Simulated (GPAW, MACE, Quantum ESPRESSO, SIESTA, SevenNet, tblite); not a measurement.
# Quantum ESPRESSO on twisted Zr2CO2 MXene bilayer, 38.21° (70 atoms): settings compared

How far do other settings of Quantum ESPRESSO move the forces in twisted Zr2CO2 MXene bilayer, 38.21° (70 atoms)? One run of the same program serves as the yardstick.

Calculated with Quantum ESPRESSO 7.5; the method is named at each step.

### 1. The structure

The cell holds 70 atoms: 14 C, 28 Zr and 28 O. Its edges and angles: a = 8.757 Å, b = 8.757 Å, c = 26.080 Å, α = 90.0°, β = 90.0°, γ = 120.0°. It derives from Zr2CO2 (Zr2CO2 MXene). Zr2CO2 MXene (a = 3.31 Å) under Zr2CO2 MXene (a = 3.31 Å), bilayer, commensurate cell of 7 unit cells a layer, twist 38.21 deg; facing planes 2.88 Å apart; 14 Å of vacuum; layers as built, displaced by a Gaussian of 0.01 Å. Then every atom was moved at random, 0.05 Å r.m.s. a Cartesian component. Regions: layer 1, 35 atoms (7 C, 14 Zr and 14 O); layer 2, 35 atoms (7 C, 14 Zr and 14 O). Vacuum lies along c.

The yardstick, on the same geometry:

| Property | Result |
| --- | --- |
| method | Kohn-Sham DFT, PBE, SSSP efficiency 1.3.0 pseudopotentials, plane waves (Quantum ESPRESSO 7.5); sssp-pbe-1.3.0-efficiency, cutoffs 60/480 Ry, Γ point |
| r.m.s. force component | 0.942 eV/Å |
| longest force | 3.517 eV/Å |
| gap (highest filled to lowest empty level) | 0.8346 eV |
| time | 15 min on 4 MPI ranks of Arm Neoverse N1, shared host |
| CPU time | 60 min |

### 2. PBE, gbrv-1.5, 40/200 Ry

Method: Kohn-Sham DFT, PBE, GBRV 1.5 ultrasoft pseudopotentials, plane waves.

The input, pw.in:

```
&control
  calculation = 'scf'
  pseudo_dir = './pseudo'
  outdir = './tmp'
  disk_io = 'none'
  tprnfor = .true.
/
&system
  ibrav = 0
  nat = 70
  ntyp = 3
  ecutwfc = 40
  ecutrho = 200
  nosym = .true.
  occupations = 'smearing'
  smearing = 'fd'
  degauss = 0.003675
/
&electrons
  conv_thr = 3.5e-07
  electron_maxstep = 100
  mixing_beta = 0.4
  mixing_mode = 'local-TF'
  diagonalization = 'david'
/
ATOMIC_SPECIES
C 12.011 C.upf
Zr 91.224 Zr.upf
O 15.999 O.upf
CELL_PARAMETERS angstrom
8.75740 0.00000 0.00000
-4.37870 7.58413 0.00000
0.00000 0.00000 26.08000
ATOMIC_POSITIONS crystal
C 0.99513 0.99819 0.35500
Zr 0.17980 0.22876 0.40914
Zr 0.24222 0.05103 0.30269
O 0.21885 0.03775 0.44545
O 0.19940 0.24019 0.27105
C 0.13760 0.42310 0.35770
Zr 0.34016 0.66434 0.40734
Zr 0.38732 0.49308 0.30437
O 0.38265 0.46961 0.44605
O 0.34147 0.66905 0.26746
C 0.29680 0.87278 0.35501
Zr 0.48559 0.10339 0.40663
Zr 0.52413 0.91631 0.30392
O 0.53347 0.90701 0.44536
O 0.47044 0.09394 0.26986
C 0.42084 0.27637 0.35432
Zr 0.60799 0.51579 0.40647
Zr 0.67607 0.33113 0.30347
O 0.66835 0.33423 0.44669
O 0.61706 0.53631 0.26669
C 0.57413 0.71817 0.35894
Zr 0.75153 0.94634 0.40813
Zr 0.81355 0.77269 0.30185
O 0.80653 0.77234 0.44675
O 0.75901 0.96011 0.26924
C 0.71810 0.14148 0.35447
Zr 0.90712 0.37871 0.40962
Zr 0.94275 0.17585 0.30433
O 0.95374 0.18129 0.44101
O 0.88709 0.37461 0.26796
C 0.85259 0.56451 0.35762
Zr 0.04775 0.80749 0.40992
Zr 0.10093 0.62932 0.30383
O 0.10739 0.62047 0.44428
O 0.04423 0.80983 0.27255
C 0.72205 0.74709 0.64193
Zr 0.50787 0.55265 0.69196
Zr 0.55226 0.79331 0.58730
O 0.53220 0.78710 0.72642
O 0.50071 0.55134 0.55557
C 0.60055 0.02193 0.64272
Zr 0.35024 0.83096 0.69635
Zr 0.41078 0.07771 0.59072
O 0.40724 0.07941 0.73294
O 0.36489 0.84219 0.55697
C 0.29990 0.58049 0.64409
Zr 0.06455 0.40406 0.69689
Zr 0.11592 0.64599 0.59028
O 0.11965 0.63631 0.73297
O 0.07477 0.40657 0.55393
C 0.45185 0.30756 0.64610
Zr 0.22238 0.12585 0.69391
Zr 0.25729 0.35558 0.58830
O 0.26971 0.36933 0.73061
O 0.23281 0.12689 0.55742
C 0.16226 0.88500 0.64245
[... 10 atom lines left out ...]
Zr 0.79687 0.98347 0.69627
Zr 0.84194 0.22726 0.59125
O 0.84042 0.21188 0.72731
O 0.77559 0.97114 0.55918
K_POINTS gamma
```

Launch:

```sh
$ OMP_NUM_THREADS=1 mpirun -np 4 pw.x -in pw.in > output.txt
```

Output:

```text
Program PWSCF
     gamma-point specific algorithms are used
     one sub-group per band group will be used
     scalapack distributed-memory algorithm (size of sub-group:  2*  2 procs)
     Parallelization info
     sticks:   dense  smooth     PW     G-vecs:    dense   smooth      PW
     Min         947     757    187               139599    99903   12466
     Max         950     760    190               139610    99912   12489
     Sum        3793    3037    757               558413   399631   49887
     bravais-lattice index     =            0
     lattice parameter (alat)  =      16.5491  a.u.
     unit-cell volume          =   11689.2095 (a.u.)^3
     number of atoms/cell      =           70
     number of atomic types    =            3
     number of electrons       =       560.00
     number of Kohn-Sham states=          336
     kinetic-energy cutoff     =      40.0000  Ry
     charge density cutoff     =     200.0000  Ry
     scf convergence threshold =      3.5E-07
     mixing beta               =       0.4000
     number of iterations used =            8  local-TF  mixing
     Exchange-correlation= SLA  PW   PBE  PBE
                           (   1   4   3   4   0   0   0)
     crystal axes: (cart. coord. in units of alat)
               a(1) = (   1.000000   0.000000   0.000000 )
               a(2) = (  -0.500000   0.866025   0.000000 )
               a(3) = (   0.000000   0.000000   2.978053 )
     reciprocal axes: (cart. coord. in units 2 pi/alat)
               b(1) = (  1.000000  0.577350 -0.000000 )
               b(2) = (  0.000000  1.154701  0.000000 )
               b(3) = (  0.000000 -0.000000  0.335790 )
     PseudoPot. # 1 for C :
     Pseudo is Ultrasoft + core correction, Zval =  4.0
     PseudoPot. # 2 for Zr:
     Pseudo is Ultrasoft + core correction, Zval = 12.0
     PseudoPot. # 3 for O :
     Pseudo is Ultrasoft + core correction, Zval =  6.0
     atomic species   valence    mass     pseudopotential
     C                 4.00    12.01100     C ( 1.00)
     Zr               12.00    91.22400     Zr( 1.00)
     O                 6.00    15.99900     O ( 1.00)
     No symmetry found
   Cartesian axes
     number of k points=     1  Fermi-Dirac smearing, width (Ry)=  0.0037
                       cart. coord. in units 2pi/alat
        k(    1) = (   0.0000000   0.0000000   0.0000000), wk =   2.0000000
     Dense  grid:   279207 G-vectors     FFT dimensions: (  75,  75, 225)
     Smooth grid:   199816 G-vectors     FFT dimensions: (  72,  72, 200)
     Check: negative core charge=   -0.000002
     Initial potential from superposition of free atoms
     starting charge     559.9392, renormalised to     560.0000
     negative rho (up, down):  1.702E+00 0.000E+00
     Starting wfcs are  532 randomized atomic wfcs
     Self-consistent Calculation
     iteration #  1     ecut=    40.00 Ry     beta= 0.40
     negative rho (up, down):  1.700E+00 0.000E+00
     total energy              =   -3848.26245305 Ry
     estimated scf accuracy    <      27.20197171 Ry
     iteration #  2     ecut=    40.00 Ry     beta= 0.40
     negative rho (up, down):  1.731E+00 0.000E+00
     total energy              =   -3847.01745896 Ry
     estimated scf accuracy    <       7.48852917 Ry
     iteration #  3     ecut=    40.00 Ry     beta= 0.40
     negative rho (up, down):  1.780E+00 0.000E+00
     total energy              =   -3848.58479173 Ry
     estimated scf accuracy    <       1.11579385 Ry
     iteration #  4     ecut=    40.00 Ry     beta= 0.40
     negative rho (up, down):  1.828E+00 0.000E+00
     total energy              =   -3848.59997309 Ry
     estimated scf accuracy    <       0.49645985 Ry
     iteration #  5     ecut=    40.00 Ry     beta= 0.40
     negative rho (up, down):  1.839E+00 0.000E+00
     total energy              =   -3848.59478624 Ry
     estimated scf accuracy    <       0.17180670 Ry
     iteration #  6     ecut=    40.00 Ry     beta= 0.40
[...]
total energy              =   -3848.57257292 Ry
     estimated scf accuracy    <       0.19841909 Ry
[...]
c_bands:  1 eigenvalues not converged
[...]
c_bands:  1 eigenvalues not converged
[...]
c_bands:  1 eigenvalues not converged
[...]
total energy              =   -3848.57814582 Ry
[...]
iteration # 23     ecut=    40.00 Ry     beta= 0.40
[...]
total energy              =   -3848.57814674 Ry
     estimated scf accuracy    <       0.00000115 Ry
     iteration # 24     ecut=    40.00 Ry     beta= 0.40
     negative rho (up, down):  1.811E+00 0.000E+00
     total energy              =   -3848.57814667 Ry
     estimated scf accuracy    <       0.00000058 Ry
     iteration # 25     ecut=    40.00 Ry     beta= 0.40
     negative rho (up, down):  1.811E+00 0.000E+00
     End of self-consistent calculation
          k = 0.0000 0.0000 0.0000 ( 24944 PWs)   bands (ev):
   -45.4585 -45.1964 -45.1635 -45.1464 -45.1332 -45.1147 -45.0602 -45.0208
   -44.9845 -44.9524 -44.9328 -44.8862 -44.8472 -44.8463 -44.7708 -44.6911
   -44.6772 -44.6700 -44.6292 -44.5906 -44.5728 -44.5176 -44.4677 -44.4453
   -44.3829 -44.2690 -44.1398 -44.1113 -23.9586 -23.8710 -23.7888 -23.7790
   -23.6861 -23.6273 -23.6106 -23.5973 -23.5708 -23.5561 -23.5273 -23.5193
   -23.4510 -23.4218 -23.3455 -23.3293 -23.3194 -23.3049 -23.2905 -23.2880
[...]
7.2297   7.2516   7.2786   7.3044   7.3924   7.4481   7.4783   7.4980
     7.5009   7.5485   7.5720   7.5976   7.6226   7.6973   7.7146   7.7186
     7.7616   7.7758   7.8102   7.8482   7.9030   7.9563   8.0022   8.0184
     the Fermi energy is     4.5745 ev
!    total energy              =   -3848.57814675 Ry
     estimated scf accuracy    <       0.00000012 Ry
     smearing contrib. (-TS)   =      -0.00004966 Ry
     internal energy E=F+TS    =   -3848.57809708 Ry
     The total energy is F=E-TS. E is the sum of the following terms:
     one-electron contribution =  -29455.55404253 Ry
     hartree contribution      =   14855.00536688 Ry
     xc contribution           =    -755.26635068 Ry
     ewald contribution        =   11507.23692924 Ry
     convergence has been achieved in  25 iterations
     negative rho (up, down):  1.811E+00 0.000E+00
     Forces acting on atoms (cartesian axes, Ry/au):
     atom    1 type  1   force =     0.00189702   -0.00921149   -0.00731242
     atom    2 type  2   force =     0.04771158    0.02672734    0.00181069
     atom    3 type  2   force =    -0.03342878    0.03943489    0.01655552
     atom    4 type  3   force =     0.03646433    0.00953644   -0.01152969
     atom    5 type  3   force =    -0.03256423    0.01520688   -0.02602079
     atom    6 type  1   force =     0.00300544    0.03608382   -0.01832216
[...]
atom   68 type  2   force =    -0.00414878   -0.08678128   -0.01010941
     atom   69 type  3   force =    -0.04634330    0.00815597    0.07701757
     atom   70 type  3   force =     0.05308652    0.07018864   -0.06990782
     Total force =     0.533801     Total SCF correction =     0.001773
     Message from routine punch:
     Nothing written, as per user request (disk_io='none')
```

Run time: 7.2 min. Hardware: 4 MPI ranks of Arm Neoverse N1, shared host; peak memory 1.9 GiB.

Banners, paths, timers and routine set-up lines are dropped from the logs unmarked, and long logs keep their key lines alone; longer cuts are marked.

Compared with the plane-wave run:

```
r.m.s. force component                           : 0.9471 eV/Å
r.m.s. difference of force components            : 18.51 meV/Å
longest difference of force vectors              : 53.76 meV/Å
force difference over r.m.s. force               : 1.965 %
slope of forces against the reference's          : 1.005
correlation of force components                  : 0.9998
gap (highest filled to lowest empty level) : 0.8353 eV
gap difference                                   : 0.0007 eV
```

Length of the force difference by element (eV/Å):

```
element  atoms    mean    most
      C     14  0.0028  0.0048
      O     28   0.035   0.054
     Zr     28   0.034   0.051
```

Levels nearest the highest filled one (eV from it): -1.57, -1.48, -1.43, -1.39, -1.26, -1.18, -0.97, -0.81, -0.71, -0.62, -0.01, 0.00, 0.84, 0.92, 1.00, 1.07, 1.10, 1.22, 1.22, 1.32, 1.40, 1.45, 1.48, 1.58.

Local excerpt of 9 atoms (numbers count through the whole input) about Zr47, which bears the longest force; x, y, z are measured from there.

```
atom      x      y      z  distance (Å)  bonds     Fx     Fy  Fz (eV/Å)
Zr47   0.00   0.00   0.00          0.00      6   3.38   1.03       0.04
 O69  -1.12  -1.46   0.79          2.00      3  -1.19   0.21       1.98
 O49  -0.53   1.76   0.94          2.07      3  -0.86   0.45      -0.19
 O54   1.95  -0.26   0.88          2.15      3  -0.40  -0.82      -0.07
 C46   1.29   1.34  -1.38          2.31      6  -0.99   1.12      -1.03
 C66   0.67  -1.78  -1.39          2.35      6   0.12  -0.31      -0.70
 C61  -1.86   0.38  -1.39          2.36      6   0.34   0.28      -0.52
Zr62  -3.01  -1.02  -0.06          3.18      6  -1.72  -1.56       0.63
Zr57  -2.40   2.12  -0.07          3.21      6  -0.93   1.91       1.49
```

Forces lie 2.0 % from the reference's, at 0.48 times its CPU time.

### 3. Summary of results

```yaml
force_difference_from_the_reference: QE PBE, gbrv-1.5, 40/200 Ry, 2.0 %
its_cpu_time: 29 min
```

**Reading.** PBE on plane waves or a grid with other potentials, cutoffs or grids differs from the reference by 2.0 % (QE PBE, gbrv-1.5, 40/200 Ry) of the r.m.s. force; this holds the reference's own error, so differences of a few per cent don't tell which side is nearer the exact PBE result. One electronic-structure run takes under half the reference's CPU time: QE PBE, gbrv-1.5, 40/200 Ry, at 2.0 % in 29 min against 60 min. PBE gaps agree with the reference's 0.835 eV within 0.001 eV. These are spacings on the run's k-points, which needn't hold the band edges. The reference's PBE has no dispersion term, which matters for the binding between molecules or layers. The electronic-structure runs sample only Γ, in a cell whose shortest periodic width is 8 Å.

[Also dropped from logs without a mark: logging warnings of Python, and SIESTA's first energy breakdown and zero terms.]

[Logs are printed without paths, hosts, clocks, repeated set-up lines and the standing remarks that a program may print on its own settings, such as how far it seeks lower states.]

[Hosts, paths, dates, database ids (printed as entryN), source tags and the programs' standing remarks are cut or masked in the printed files.]
